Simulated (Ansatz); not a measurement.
# Na on V(110): change of the work function, part 5 of 5

How does Na on the shortbridge site change the work function of V(110) as the layer fills?

Ansatz 0.2.0; plane-wave DFT, PBE, Ansatz PAW.

So far, work function, upper face (eV): step 2 (the clean slab) 4.70; step 5 (the covered slab, k-mesh 6×6×1, coverage 0.5 ML) 2.64; step 7 (the slab at 0.25 ML, atoms frozen) 1.89; step 8 (the substrate of the 0.25 ML cell alone) 4.71; step 9 (the adsorbate layer of the 0.25 ML cell alone) 2.89.

### Step 11. A changed input

This step: plane-wave DFT, PBE, Ansatz PAW (Ansatz 0.2.0).

System of this step: NaV8 (Na/V(110)). The cell holds 18 atoms: 16 V and 2 Na. Cell: a = 5.231 Å, b = 5.231 Å, c = 27.287 Å, α = 90.0°, β = 90.0°, γ = 70.5°. Vacuum lies along c.

An input spoilt on purpose, to show how the run answers: it repeats the earlier run at 0.5 ML with relax.f_tol from 0.02 to 1e-09 and relax.max_steps from 60 to 30, and scf.max_iter set to 60.

Contents of input.yaml:

```yaml
crystal:
  lattice:
    - [4.2709249584, -3.02, 0.0]
    - [4.2709249584, 3.02, 0.0]
    - [0.0, 0.0, 27.2867724351]
  atoms:
    - { symbol: V, position: [0.0, 0.0, 0.329830141] }
    - { symbol: V, position: [0.25, 0.25, 0.4080901288] }
    - { symbol: V, position: [0.0, 0.0, 0.4848512676] }
    - { symbol: V, position: [0.25, 0.25, 0.5571598334] }
    - { symbol: V, position: [0.0, 0.5, 0.329830141] }
    - { symbol: V, position: [0.25, 0.75, 0.4080901288] }
    - { symbol: V, position: [0.0, 0.5, 0.4848512676] }
    - { symbol: V, position: [0.25, 0.75, 0.5571598334] }
    - { symbol: V, position: [0.5, 0.0, 0.329830141] }
    - { symbol: V, position: [0.75, 0.25, 0.4080901288] }
    - { symbol: V, position: [0.5, 0.0, 0.4848512676] }
    - { symbol: V, position: [0.75, 0.25, 0.5571598334] }
    - { symbol: V, position: [0.5, 0.5, 0.329830141] }
    - { symbol: V, position: [0.75, 0.75, 0.4080901288] }
    - { symbol: V, position: [0.5, 0.5, 0.4848512676] }
    - { symbol: V, position: [0.75, 0.75, 0.5571598334] }
    - { symbol: Na, position: [0.0, 0.25, 0.670169859] }
    - { symbol: Na, position: [0.5, 0.75, 0.670169859] }
kpoints:
  mp_grid: { grid: [6, 6, 1] }
hamiltonian:
  xc: pbe
scf:
  occupations: { method: fermi_dirac, width: 0.1 }
  convergence: { dr2_threshold: 1.0e-08 }
  max_iter: 60
efield:
  axis: 3
  dipole_correction: true
  ramp_position: 0.97
  ramp_width: 0.06
relax:
  f_tol: 1.0e-09
  max_steps: 30
  constraints: [{ sites: [0, 1, 4, 5, 8, 9, 12, 13] }]
output:
  bader: true
  dos: { projected: true, e_range: [-8, 4] }
  write_potential: true
  write_density: true
  volumetric_format: npy
```

On the command line:

```bash
> ansatz run input.yaml --threads 4 --pin off --max-ram 12288MiB --backend cpu --events-out ev --progress --plain --runs-dir out
```

Numbers of over 12 decimals in the logs are rounded to 6 here.

What it wrote:

```text
The last accepted step is kept in <dir> (removed where the run ends without a failure and the disk answers)
Engine: ansatz 0.2.0, aarch64-unknown-linux-gnu
Pseudopotentials: kind: paw
Pseudopotential: V, paw, valence charge 13, recommended cutoff 420 eV (normal), V.paw.azcp
Pseudopotential: Na, paw, valence charge 9, recommended cutoff 420 eV (normal), Na.paw.azcp
Functional definition: PBE
  parameter kappa = 0.804
  parameter beta = 0.066725
  exchange = pbe_x(kappa = kappa, mu = beta*pi^2/3)
  correlation = pbe_c(beta = beta)
Crystal: 18 atoms, lattice volume = 703.900 Å³
Basis set: ecut = 420 eV, 13743 PW (Γ), exchange–correlation on 72×72×384 points (8 copies of the dense FFT grid, shifted against one another)
Bands: 136, of which v1, the nominal top of the filled ones, is band 113 counted from 1 (112 counted from 0)
Symmetry: 4 space group operations
Space group: P2 (ITA 3), of the structure as read, at distance tolerance 8.9e-5 Å
k-points: 20 of 36
Non-local potential: V, projectors of the file, l = 0: 3, l = 1: 2, l = 2: 3, l = 3: 1
Non-local potential: Na, projectors of the file, l = 0: 3, l = 1: 2, l = 2: 1
PAW form: soft (Blöchl's): semilocal exchange-correlation on the pseudo side does not see the compensation charge
PAW one-centre angular grid: V, 590 points (default); XC on 64 Gauss nodes
PAW one-centre angular grid: Na, 110 points (default); XC on 64 Gauss nodes
Initial density: superposition of atomic densities (neutral atoms: chi_scale 0, normalization atom), corrected by the library's trained network
Initial wavefunctions: pseudopotential atomic-orbital guess
Functional: x = pbe(κ = 0.804, μ = 0.219515), c = pbe(β = 0.066725)
SCF iter   1: F=—  HF=-49564.719631 eV  |F-HF|=—  |Δ(HF+E_count)|=         —  Δρ=6.17e-3  dr2=2.50e0  ethr=1.77e-3  p=0.174 e·Å  D=4.48e-2 V/Å  ΔV_dip=-1.22 eV  dr2_dipole=3.20e-2  V_vac-E_F(+/−)=3.58/4.80 eV  ⟨swp⟩=9.5  Hψ=11916  notcnv=0
efield: sawtooth ramp at fractional position 0.9700 (set: `efield.ramp_position`, or a place that a band, a saddle search or an elastic batch's reference lends), width 0.0600; the density the first Hamiltonian is built on has a dipole p = 0.174 e·Å; the dipole correction subtracts the counter field D = 4.48e-2 V/Å, which shifts the + side's vacuum level by -1.22 eV against the − side's; the planar-averaged density in the ramp window peaks in size at 2.4e-5 e/Å³
preconditioner: auto → LDOS  [metal: Δε(μ)=0.000 eV  Ē_g=2.693 eV  σ=0.100 eV  W_gap=0.00  n_scr=130 (ndim 8)  ℏωp=12.7 eV  f_vac=0.554  D(μ)=27.87/eV (n_scr^D=238)  β→1.0]
[...]
relax step  10: F+E_penalty+E_count = -49564.71399925 eV  Δ(F+E_penalty+E_count) = +3.252e-9 eV  max|allowed force component| = 4.931e-5 eV/Å  Δτ_max = 0.0000 Å  (3 SCF iters, rejected (line search))
[...]
relax step  12: F+E_penalty+E_count = -49564.71399925 eV  Δ(F+E_penalty+E_count) = +1.746e-10 eV  max|allowed force component| = 3.925e-5 eV/Å  Δτ_max = 0.0000 Å  (3 SCF iters, rejected (line search))
Step cancelled. What follows is not a result of the run: it is the report of the last solve that finished, which converged after 3 SCF iterations.
Free energy (F): -49564.713999 eV
Harris-Foulkes:  -49564.713999 eV  (|F-HF|=2.55e-9)
Internal energy: -49563.768094 eV  (E = F + TS)
E sigma→0 (E₀):  -49564.241047 eV
Entropy (-TS):   -0.945905 eV (-52.550 meV/atom)
Fermi energy:    3.212043 eV
Dipole field:    D = 0.078682 V/Å  (p = 0.306074 e·Å, saw-weighted, corrected)
Work function:   Φ+ = 2.6314 eV   Φ− = 4.7784 eV
Levels:          The Fermi level and band energies are counted from a zero that moves with the ramp; work functions are not
--- Per-component energies (eV) ---
  E_band       = -5558.610793
  E_kinetic    = 5603.673392
  E_local      = -365327.019276  (includes V_loc(G=0)·N_el)
  E_nonlocal   = -488.379380
  E_hartree    = 180306.512597
  E_xc         = -2152.617536
  E_vxc        = -2729.214913  (∫ρ·V_xc dr)
  E_paw        = -18333.097720  (= ΣΔE_a)
  E_vpaw       = -3248.971179  (= ΣTr[D̂ρ^β])
  E_aug_tail   = 0.004176  (compensation charges beyond the density's cutoff)
  E_efield     = 0.012041  (sawtooth field / dipole correction)
  E_vefield    = 18.264299  (∫n·V_field dr)
  E_ewald      = 150827.143611
  E_smearing   = -0.945905  (= −TS)
  E_closure    = 0.000000  (closes the sum)
  Σ components = -49564.713999   (vs F -49564.713999, Δ=0.00e0)
--- Forces (eV/Å), atoms counted from 1 ---
  atom   1  V     -0.00209171     0.00125228     0.54805719
  atom   2  V      0.00018951     0.00508494    -0.54806097
  atom   3  V      0.00001943    -0.00000016     0.00001067
  atom   4  V     -0.00003925    -0.00000143     0.00000287
  atom   5  V      0.00209171    -0.00125228     0.54805719
  atom   6  V     -0.00018951    -0.00508494    -0.54806097
  atom   7  V     -0.00001943     0.00000016     0.00001067
  atom   8  V      0.00003925     0.00000143     0.00000287
[...]
atom  15  V      0.00001943    -0.00000016     0.00001067
  atom  16  V     -0.00003925    -0.00000143     0.00000287
  atom  17  Na     0.00000000     0.00000000    -0.00000159
  atom  18  Na     0.00000000     0.00000000    -0.00000159
  max |Σ_I F_I| component: 3.59e-5 eV/Å
--- Band table (eV; the first three rows and the last of 20) ---
  k-point 0: bands = [... 109 lower, 3.1253, 3.2104, 3.4700, 3.4914, 3.6513, 3.6531, 4.1819, 4.2194, ... 19 higher]
  k-point 1: bands = [... 109 lower, 3.1082, 3.1305, 3.3676, 3.4458, 3.6071, 3.7101, 3.7362, 3.7440, ... 19 higher]
  k-point 2: bands = [... 109 lower, 2.9738, 3.0190, 3.0363, 3.0783, 3.1433, 3.2368, 3.2390, 3.2971, ... 19 higher]
  k-point 19: bands = [... 109 lower, 3.1455, 3.2570, 3.2710, 3.2997, 3.2999, 3.4429, 3.4489, 3.4866, ... 19 higher]
End of that report.
this run last wrote the structure of step 9 to <dir>
Error: SIGTERM received: cancelled by the caller after 12 completed ionic steps
```

Wall time 10 min (4 threads of Arm Neoverse V1, shared host); peak memory 2.7 GiB.

The run was cut off at the time limit before the relaxation met all its tests.

The program's message: “Error: SIGTERM received: cancelled by the caller after 12 completed ionic steps”

The fault put into the input: a force tolerance that can't be met.

### Step 12. A changed input

System of this step: V(110). The cell holds 4 atoms: 4 V. Cell: a = 2.615 Å, b = 2.615 Å, c = 24.406 Å, α = 90.0°, β = 90.0°, γ = 70.5°. Vacuum lies along c.

Another changed input: it repeats the earlier run at 0 ML with basis.xc_grid to 1 and scf.convergence.dr2_threshold from 1e-08 to 1e-05.

Contents of input.yaml:

```yaml
crystal:
  lattice:
    - [2.1354624792, -1.51, 0.0]
    - [2.1354624792, 1.51, 0.0]
    - [0.0, 0.0, 24.4063874376]
  atoms:
    - { symbol: V, position: [0.0, 0.0, 0.368755926] }
    - { symbol: V, position: [0.5, 0.5, 0.4562519753] }
    - { symbol: V, position: [0.0, 0.0, 0.5437480247] }
    - { symbol: V, position: [0.5, 0.5, 0.631244074] }
kpoints:
  mp_grid: { grid: [12, 12, 1] }
hamiltonian:
  xc: pbe
scf:
  occupations: { method: fermi_dirac, width: 0.1 }
  convergence: { dr2_threshold: 1.0e-05 }
efield:
  axis: 3
  dipole_correction: true
  ramp_position: 0.97
  ramp_width: 0.06
relax:
  f_tol: 0.02
  max_steps: 60
  constraints: [{ sites: [0, 1] }]
output:
  write_potential: true
  write_density: true
  volumetric_format: npy
basis:
  xc_grid: 1
```

What it wrote:

```text
Warning: scf.convergence.dr2_threshold = 1e-5 eV is looser than this run's default, which is 1e-7 eV or tighter. The error in the forces grows as the threshold's square root, so leave the key out unless less accurate forces are enough
[...]
Crystal: 4 atoms, lattice volume = 157.399 Å³
Basis set: ecut = 420 eV, 3051 PW (Γ)
Bands: 32, of which v1, the nominal top of the filled ones, is band 26 counted from 1 (25 counted from 0)
Symmetry: 4 space group operations
k-points: 43 of 144
[...]
SCF iter   1: F=—  HF=-11647.722903 eV  |F-HF|=—  |Δ(HF+E_count)|=         —  Δρ=5.17e-3  dr2=2.39e-1  ethr=1.77e-3  p=0.000 e·Å  D=3.95e-14 V/Å  ΔV_dip=-0.00 eV  dr2_dipole=4.27e-7  V_vac-E_F(+/−)=4.79/4.79 eV  ⟨swp⟩=7.5  Hψ=6163  notcnv=0
[...]
SCF iter   6: F=-11647.711465 eV  HF=-11647.711467 eV  |F-HF|=2.74e-6  |Δ(HF+E_count)|=   5.96e-6  Δρ=5.76e-5  dr2=6.29e-6  ethr=1.92e-8  p=0.000 e·Å  D=2.45e-6 V/Å  ΔV_dip=-0.00 eV  dr2_dipole=4.88e-8  V_vac-E_F(+/−)=4.78/4.78 eV  ⟨swp⟩=10.9  Hψ=12363  notcnv=0
SCF 1 converged in 6 iterations: F = -11647.711465 eV  dr2 = 6.29e-6
[...]
relax step   1: F+E_penalty+E_count = -11647.71146452 eV  Δ(F+E_penalty+E_count) = +0.000e0 eV  max|allowed force component| = 5.567e-1 eV/Å  Δτ_max = 0.0000 Å  (6 SCF iters, accepted)
[...]
SCF iter   1: F=—  HF=-11647.873679 eV  |F-HF|=—  |Δ(HF+E_count)|=         —  Δρ=1.97e-2  dr2=4.07e0  ethr=3.10e-3  p=0.000 e·Å  D=1.21e-6 V/Å  ΔV_dip=-0.00 eV  dr2_dipole=4.20e-1  V_vac-E_F(+/−)=4.81/4.81 eV  ⟨swp⟩=4.3  Hψ=3720  notcnv=0
[...]
SCF iter   7: F=-11647.760668 eV  HF=-11647.760668 eV  |F-HF|=1.22e-8  |Δ(HF+E_count)|=   5.30e-6  Δρ=2.71e-5  dr2=2.00e-6  ethr=1.92e-8  p=0.002 e·Å  D=2.43e-3 V/Å  ΔV_dip=-0.06 eV  dr2_dipole=1.88e-9  V_vac-E_F(+/−)=4.73/4.79 eV  ⟨swp⟩=12.2  Hψ=12359  notcnv=0
SCF 2 converged in 7 iterations: F = -11647.760668 eV  dr2 = 2.00e-6
  Residual-converged pass: ⟨swp⟩=1.0  Hψ=1548  notcnv=0  max |occ|·‖R‖ = 7.0e-9 eV (tolerance 1.0e-8 eV)  dr2=2.00e-6  dr2_onsite=1.20e-7  max |Δocc| = 5.3e-11
[...]
relax step   2: F+E_penalty+E_count = -11647.76066816 eV  Δ(F+E_penalty+E_count) = -4.920e-2 eV  max|allowed force component| = 2.235e-1 eV/Å  Δτ_max = 0.1532 Å  (7 SCF iters, accepted)
[...]
SCF iter   6: F=-11647.767022 eV  HF=-11647.767023 eV  |F-HF|=7.51e-7  |Δ(HF+E_count)|=   1.24e-5  Δρ=3.15e-5  dr2=3.22e-6  ethr=1.92e-8  p=0.004 e·Å  D=4.24e-3 V/Å  ΔV_dip=-0.10 eV  dr2_dipole=1.26e-7  V_vac-E_F(+/−)=4.69/4.79 eV  ⟨swp⟩=12.2  Hψ=12912  notcnv=0
SCF 3 converged in 6 iterations: F = -11647.767022 eV  dr2 = 3.22e-6
[...]
relax step   3: F+E_penalty+E_count = -11647.76702222 eV  Δ(F+E_penalty+E_count) = -6.354e-3 eV  max|allowed force component| = 3.117e-2 eV/Å  Δτ_max = 0.0584 Å  (6 SCF iters, accepted)
SCF iter   1: F=—  HF=-11647.767553 eV  |F-HF|=—  |Δ(HF+E_count)|=         —  Δρ=1.25e-3  dr2=1.37e-2  ethr=1.70e-4  p=0.004 e·Å  D=4.24e-3 V/Å  ΔV_dip=-0.10 eV  dr2_dipole=7.25e-4  V_vac-E_F(+/−)=4.69/4.79 eV  ⟨swp⟩=1.7  Hψ=2183  notcnv=0
[...]
SCF iter   4: F=-11647.767126 eV  HF=-11647.767133 eV  |F-HF|=6.06e-6  |Δ(HF+E_count)|=   1.64e-5  Δρ=3.97e-5  dr2=7.80e-6  ethr=1.92e-8  p=0.003 e·Å  D=3.87e-3 V/Å  ΔV_dip=-0.09 eV  dr2_dipole=1.00e-6  V_vac-E_F(+/−)=4.70/4.79 eV  ⟨swp⟩=11.0  Hψ=12464  notcnv=0
SCF 4 converged in 4 iterations: F = -11647.767126 eV  dr2 = 7.80e-6
relax step   4: F+E_penalty+E_count = -11647.76712650 eV  Δ(F+E_penalty+E_count) = -1.043e-4 eV  max|allowed force component| = 1.418e-3 eV/Å  Δτ_max = 0.0085 Å  (4 SCF iters, accepted)
[...]
SCF converged after 4 iterations
Free energy (F): -11647.767126 eV
[...]
Internal energy: -11647.538794 eV  (E = F + TS)
E sigma→0 (E₀):  -11647.652960 eV
Entropy (-TS):   -0.228333 eV (-57.083 meV/atom)
Fermi energy:    2.731945 eV
Dipole field:    D = 0.002349 V/Å  (p = 0.002043 e·Å, saw-weighted, corrected)
Work function:   Φ+ = 4.7209 eV   Φ− = 4.7782 eV
[...]
--- Forces (eV/Å), atoms counted from 1 ---
  atom   1  V      0.00000000     0.00000000     0.56705992
  atom   2  V     -0.00000000     0.00000000    -0.56708910
  atom   3  V      0.00000000     0.00000000     0.00034307
  atom   4  V      0.00000000     0.00000000     0.00141805
  max |Σ_I F_I| component: 1.73e-3 eV/Å
--- Band table (eV; the first three rows and the last of 43) ---
  k-point 0: bands = [... 22 lower, 2.3069, 2.4877, 2.5234, 3.0055, 3.0061, 3.1426, 3.2160, 4.0112, ... 2 higher]
  k-point 1: bands = [... 22 lower, 2.2549, 2.4616, 2.5296, 2.8706, 2.9855, 3.1410, 3.2522, 3.7198, ... 2 higher]
  k-point 2: bands = [... 22 lower, 2.1402, 2.3393, 2.4936, 2.5537, 2.7271, 3.0429, 3.4686, 3.5553, ... 2 higher]
  k-point 42: bands = [... 22 lower, 1.7053, 2.0457, 2.7249, 3.9430, 4.2406, 4.3045, 4.6263, 4.9359, ... 2 higher]
--- Relaxed structure (4 steps of the walk, 4 accepted, 0 SCFs on fresh bases) ---
  F+E_penalty+E_count = -11647.76712650 eV   max|allowed force component| = 1.418e-3 eV/Å
  atoms:
    - { symbol: V, position: [0.0, 0.0, 0.368756] }
    - { symbol: V, position: [0.500000, 0.500000, 0.4562519753] }
[...]
- { symbol: V, position: [0.500000, 0.500000, 0.622922] }
```

Run time: 24 s. Hardware: 4 threads; peak memory 0.5 GiB.

| quantity | this run | earlier run | difference |
| --- | --- | --- | --- |
| work function, upper face (eV) | 4.721 | 4.699 | 0.022 |
| work function, lower face (eV) | 4.778 | 4.793 | -0.015 |
| dipole along the normal (e·Å) | 0.002043 | 0.003360 | -0.0013 |

What moves beyond 0.01 in its unit (for the dipole 0.5 % and 5e-5 e·Å): dipole along the normal (-0.00132 e·Å), work function, upper face (+0.0219 eV) and work function, lower face (-0.0151 eV).

The change shows in the results, which are not taken further.

### Step 13. Summary of results

| Property | Result |
| --- | --- |
| work function of the clean face | 4.70 eV |
| work function at 0.11 ML | 2.84 eV |
| work function at 0.25 ML | 1.89 eV |
| work function at 0.5 ML | 2.64 eV |
| dipole per adsorbate at 0.11 ML, positive end outwards | 2.86 D |
| step of the potential from the moved charge at 0.25 ML, upper less lower side, atoms held | -2.81 eV |

Na lowers the work function of V(110) at the lowest coverage, by 1.86 eV: the adsorbate layer has its positive end outwards. The dipole per adsorbate falls from 2.86 to 0.70 D as the layer fills. Neighbouring dipoles depolarise each other, and heights and bonding change with coverage too. The work function passes a minimum near 0.25 ML among the coverages run and rises again. The slab has 4 layers, at the tabulated experimental lattice constant, one starting site was run, and quantum-size effects of a slab this thin can reach one or two tenths of an eV. The main runs have no spin polarisation; a magnetic state could lie lower and would change these results.

[Logs are printed without paths, hosts, clocks, repeated set-up lines and the standing remarks that a program may print on its own settings, such as how far it seeks lower states.]

[Hosts, paths, dates, database ids (printed as entryN), source tags and the programs' standing remarks are cut or masked in the printed files.]

[Maps of the electrostatic potential energy from Ansatz leave out the sawtooth potential of an applied field or a dipole correction, so their vacuum need not be flat; planar profiles and work functions include it.]
